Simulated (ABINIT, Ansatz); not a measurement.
Entries from a set of simulations; values are calculated unless marked as measured.

```
! title: A GW chain in ABINIT: PNO (P3_2)
! method: RPA screening on LDA, plane waves, norm-conserving pseudopotentials (and 2 further levels or steps)
! program: ABINIT 10.8.3
! settings: cutoff 36 Ha, PseudoDojo scalar-relativistic 0.4.1 standard, norm-conserving, ngkpt (3, 3, 2), nband 75, ecuteps 3.6 Ha, inclvkb 2, shiftk (0, 0, 0), symchi 1, awtr 1, frequency ppm, 3×3×2 k-mesh
! cost: 5 runs, 4.4 min in all on 4 MPI ranks of Arm Neoverse V1, shared host
! notes: The program’s warnings: nkpt*nsppol () is not a multiple of nproc spkpt (). The cell and positions are those that the Materials Project relaxed with its own functionals (PBE, PBE+U or r2SCAN), kept fixed. Local fields lower the RPA ε∞ on this mesh from 3.63 to 3.32; a Γ-centred mesh this coarse tends to raise both, most where the direct gap is narrow, while a short band sum lowers them. The 3×3×2 mesh is coarse for this cell, which bears on the long-range parts of exchange and screening.
! LDA gap: 5.14 eV, indirect
! G0W0 gap on the mesh: 7.47 eV
! G0W0 gap over the zone (rigid shift): 7.38 eV
! GW settings: 3×3×2 mesh, 75 bands, screening to 98 eV, Godby-Needs plasmon pole
! known limits: short of the basis limit; coarse k mesh
CELL_PARAMETERS angstrom
4.78361 0.00000 0.00000
-2.39181 4.14273 0.00000
0.00000 0.00000 5.28121
ATOMIC_POSITIONS crystal
P 0.98591 0.46192 0.32818
P 0.53808 0.52399 0.99484
P 0.47601 0.01409 0.66151
N 0.38833 0.26058 0.78215
N 0.87225 0.61167 0.11549
N 0.73942 0.12775 0.44882
O 0.14648 0.72029 0.55634
O 0.27971 0.42619 0.22300
O 0.57381 0.85352 0.88967
```

[Long decimals in the printed logs are rounded to 6 places.]

[Logs are printed without paths, hosts, clocks, repeated set-up lines and the standing remarks that a program may print on its own settings, such as how far it seeks lower states.]

[Paths, hosts, dates, memory and timing lines, banners, echoed tables and standing remarks are left out of the program output; an Ansatz launch command may be rebuilt from the run's recorded settings. Measured values are a selection of at most five: reports struck by readers or far from the other reports are left out. None is set beside runs whose start may be inverted or whose files or cutoffs have a known fault.]

[Runs of the session that timed out or met a known fault of the program may be left out.]

[Hosts, paths, dates, database ids (printed as entryN), source tags and the programs' standing remarks are cut or masked in the printed files.]

[G0W0 gaps are taken among the corrected bands and points alone; a level outside them can change the order at an edge.]

[Where Ansatz stands beside ABINIT at settings called matched, ABINIT's density can come from a denser mesh and the files from another edition; pairs whose starting gaps differed by over 0.03 eV were left out, so agreement reads better than it is.]
